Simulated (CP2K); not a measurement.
The N K edge of aminoallene was computed by TDDFT (CP2K XAS_TDP, aug-cc-pVDZ, TDA) at these levels: PBE, PBEh(45%) and PBEh(45%) + GW2X. The first three lines of N4 (bonded to C and 2 H) with a strength over 0.0015, energy in eV and strength:

| run | first | second | third |
| --- | --- | --- | --- |
| 1 | 381.00 (0.003) | 381.23 (0.003) | 381.37 (0.002) |
| 2 | 403.29 (0.006) | 404.11 (0.016) | 404.34 (0.022) |
| 3 | 397.84 (0.006) | 398.66 (0.016) | 398.89 (0.023) |

Question: Which run is which?

Run 1: PBE (0 % exact exchange). Run 2: PBEh(45%) + GW2X (45 % exact exchange). Run 3: PBEh(45%) (45 % exact exchange). Self-interaction lifts the core level, so the uncorrected lines rise with the share of exact exchange. The GW2X run keeps the spacings of its parent: 0.82 eV between the first two lines in run 2, 0.82 eV in run 3. Its shift is +5.45 eV, since the Kohn–Sham level at this share of exchange lies that far above the quasiparticle level.

[Hosts, paths, dates, database ids (printed as entryN), source tags and the programs' standing remarks are cut or masked in the printed files.]
